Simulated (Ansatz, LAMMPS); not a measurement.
## Atom list for Glassy 88B2O3-12MgO (mol %) (116 atoms)

116 atoms (44 B, 3 Mg, 69 O) placed at random at 1.99 g/cm³, melted at 3000 K for 20 ps at fixed volume with the Buckingham and Coulomb pair potential of Guillot and Sator (Geochim. Cosmochim. Acta 71, 1249 (2007)) with the boron terms of Wang et al. (J. Non-Cryst. Solids 498, 294 (2018)). Quenched from 3000 K to 300 K at 50 K/ps and fixed volume, held 10 ps at zero pressure.

This is the geometry as built. Method: Kohn-Sham DFT, RPBE, PAW (set soft_2), plane waves (Ansatz 0.2.0); cutoff 420 eV, Γ point, fixed occupations; density 2.17 g/cm³.

Cell vectors (Å):

```
10.817 0.000 0.000
0.000 10.817 0.000
0.000 0.000 10.817
```

Positions in Å, forces in eV/Å:

```tsv
atom	x	y	z	fx	fy	fz
B1	1.518	9.573	2.114	1.351	0.091	0.189
B2	0.513	0.834	9.291	-1.774	2.979	0.080
B3	8.295	9.409	3.303	0.671	-0.113	-0.909
B4	5.851	4.138	5.194	0.982	0.872	-0.573
B5	4.381	10.096	2.294	2.489	0.114	0.529
B6	10.179	5.053	2.590	0.669	-1.670	-0.621
B7	3.888	1.688	6.745	-0.637	-0.360	0.082
B8	9.458	2.272	10.668	1.177	-0.017	0.122
B9	7.363	1.215	4.243	-0.369	-2.352	3.299
B10	5.202	2.668	9.433	0.229	-2.556	0.508
B11	7.189	7.840	0.533	1.795	1.547	-1.653
B12	5.063	1.486	1.251	-1.440	0.401	0.477
B13	2.971	9.062	10.625	-0.130	-2.258	-1.274
B14	10.479	8.904	4.934	-2.302	-0.706	1.938
B15	7.772	5.562	1.563	1.744	0.585	-1.117
B16	10.377	6.277	9.741	-1.221	-0.119	1.143
B17	7.955	10.536	6.517	-2.098	0.524	0.857
B18	9.339	10.793	1.272	-0.717	1.413	-1.070
B19	6.218	9.502	9.644	-0.143	-0.376	-3.412
B20	10.496	2.693	6.700	-0.526	-1.315	1.090
B21	10.256	6.763	6.361	0.249	1.338	0.089
B22	5.369	6.717	5.772	1.182	1.856	0.293
B23	7.969	5.402	8.783	0.589	-1.293	-0.382
B24	6.972	3.236	0.246	2.339	-0.273	-2.171
B25	0.278	10.812	6.866	-0.408	2.262	0.391
B26	2.957	2.886	2.428	-1.426	-0.192	-0.196
B27	0.843	1.219	2.980	0.263	1.460	-1.210
B28	3.681	4.371	7.530	-0.360	-1.372	1.662
B29	2.106	7.694	3.997	0.917	0.488	0.128
B30	5.458	5.115	9.665	-0.486	-1.224	1.240
B31	3.605	6.447	0.284	-0.988	0.790	1.633
B32	1.069	4.824	7.429	-0.363	-0.316	-2.089
B33	0.694	4.049	10.620	-2.807	-1.489	-0.302
B34	9.836	8.578	10.800	-2.416	-0.666	0.766
B35	3.196	10.301	8.226	1.204	-1.838	-0.090
B36	5.793	8.164	3.398	0.017	2.498	0.922
B37	7.044	0.889	8.710	-1.457	-2.481	0.187
B38	7.797	7.793	6.589	0.318	0.573	-0.709
B39	2.581	2.334	10.182	-1.928	0.459	-0.739
B40	2.062	5.437	2.549	-0.250	1.514	-2.041
B41	7.943	3.581	6.706	2.038	1.861	0.543
B42	9.489	2.614	3.597	2.905	1.021	-0.659
B43	4.631	0.848	4.178	0.551	0.032	2.817
B44	3.262	8.267	6.398	0.498	0.527	-0.376
Mg45	6.625	2.966	2.666	0.139	0.229	-0.441
Mg46	5.365	7.077	8.366	-0.200	1.949	-0.094
Mg47	4.108	5.455	3.932	0.015	-0.212	-0.694
O48	0.498	5.263	9.877	1.031	0.348	0.351
O49	4.572	4.912	8.517	-1.160	-0.106	-2.009
O50	3.289	7.669	10.493	0.249	1.610	-1.048
O51	1.965	3.478	10.733	1.443	0.394	-0.646
O52	7.307	4.288	1.212	-0.556	0.463	1.964
O53	7.906	9.161	6.619	0.206	1.055	-0.282
O54	4.768	5.816	10.720	0.384	-0.505	-0.959
O55	6.280	2.104	0.911	-0.670	-1.685	1.231
O56	4.757	0.133	1.239	0.784	-0.611	-0.219
O57	10.737	7.546	5.300	0.685	-0.025	-0.584
O58	0.289	5.934	7.089	-0.653	0.489	-0.337
O59	5.159	5.272	5.679	-0.800	0.024	0.541
O60	5.329	7.278	4.382	-0.159	-0.783	-1.424
O61	9.052	5.946	9.427	-0.249	0.150	-0.459
O62	9.199	3.043	6.291	-1.075	-0.472	-0.383
O63	10.628	7.624	10.125	0.490	0.437	0.070
O64	8.055	4.508	7.727	-0.115	-0.218	0.279
O65	0.493	3.549	7.404	1.022	0.810	0.009
O66	2.300	9.495	0.933	-0.717	0.857	1.353
O67	10.131	1.508	9.600	1.100	-1.747	-1.799
O68	6.680	5.749	9.225	0.274	1.517	0.236
O69	3.928	10.776	3.426	-0.454	0.372	1.070
O70	1.568	8.523	3.030	-0.632	0.414	-0.320
O71	3.960	2.230	9.935	0.438	0.728	-0.335
O72	2.702	8.271	5.117	-0.446	0.065	0.340
O73	6.635	7.073	6.475	-0.782	-0.474	0.057
O74	2.778	4.217	2.849	1.929	-1.056	0.963
O75	0.095	9.842	5.884	0.244	0.420	0.192
O76	4.275	7.259	6.644	-0.754	0.809	-0.187
O77	2.268	6.340	3.766	0.919	-0.696	0.291
O78	6.975	6.692	1.288	-0.134	-0.718	0.728
O79	7.048	8.796	3.457	0.097	-0.782	0.447
O80	8.150	2.225	3.728	-0.815	-0.230	-0.545
O81	2.850	6.090	1.371	-0.201	-0.421	0.799
O82	10.379	3.362	0.245	1.595	1.737	0.064
O83	8.459	10.341	2.285	0.001	0.114	0.022
O84	4.189	1.403	5.423	0.594	-1.039	-2.481
O85	0.691	5.317	2.277	-2.453	0.054	0.023
O86	9.337	1.354	0.978	-0.611	-2.675	2.094
O87	0.576	10.696	8.246	-0.295	-1.111	-0.787
O88	0.905	10.759	2.510	-0.173	-1.204	0.235
O89	1.744	1.332	9.753	0.488	-0.600	0.084
O90	8.537	8.189	0.304	-0.993	-0.669	-0.078
O91	9.118	5.716	2.006	-1.468	1.003	-0.371
O92	5.598	3.940	3.856	-0.523	0.910	1.553
O93	4.142	2.355	1.924	0.642	0.882	0.155
O94	6.858	10.723	9.693	0.667	1.055	0.609
O95	6.212	8.625	10.704	0.885	-2.188	2.638
O96	9.420	9.109	4.049	0.769	-0.239	0.499
O97	4.836	8.768	2.545	-0.404	0.490	-0.532
O98	3.285	9.915	9.579	-0.690	0.737	-0.171
O99	3.888	3.063	7.015	-0.110	0.633	0.620
O100	5.986	1.820	8.643	-0.166	1.381	0.084
O101	8.941	7.056	6.711	1.022	-1.154	0.511
O102	0.145	1.380	6.508	-0.429	-0.033	-0.519
O103	7.878	0.565	7.642	0.100	0.309	-0.682
O104	7.791	0.387	5.289	0.003	0.263	-1.268
O105	1.867	2.071	2.561	-0.094	-0.396	0.645
O106	5.669	9.048	8.451	0.620	-0.216	1.564
O107	2.947	9.290	7.285	-0.073	-1.763	-1.057
O108	8.139	2.851	10.320	-0.750	-0.428	-0.224
O109	5.890	3.715	10.117	-0.922	0.232	-0.617
O110	10.081	9.860	0.503	1.292	-0.501	-0.673
O111	3.535	0.688	7.637	0.179	1.242	0.164
O112	6.773	3.488	5.968	0.517	-0.846	-0.328
O113	2.458	4.999	7.327	0.010	-0.001	0.511
O114	9.754	3.962	3.387	-0.392	-0.545	0.531
O115	10.549	1.725	3.643	-0.594	-0.689	0.078
O116	6.005	1.121	3.816	0.941	0.640	-0.448
```

The quench rate of 50 K/ps is many orders above laboratory rates, so the cell is likely richer in defects and strain than a real sample. The force components of 1.1 eV/Å r.m.s. hold both thermal displacement and the mismatch between the potential that made the cell and DFT. The network of bonds at the start is that of the classical potential that made the cell, and needn't be the one that DFT or experiment would give. Only the Γ point is sampled, in a cell whose shortest periodic width is 11 Å.

The r.m.s. force component is 1.06 eV/Å; the longest force, 4.07 eV/Å, acts on B9.

[Logs are printed without paths, hosts, clocks, repeated set-up lines and the standing remarks that a program may print on its own settings, such as how far it seeks lower states.]

[Hosts, paths, dates, database ids (printed as entryN), source tags and the programs' standing remarks are cut or masked in the printed files.]
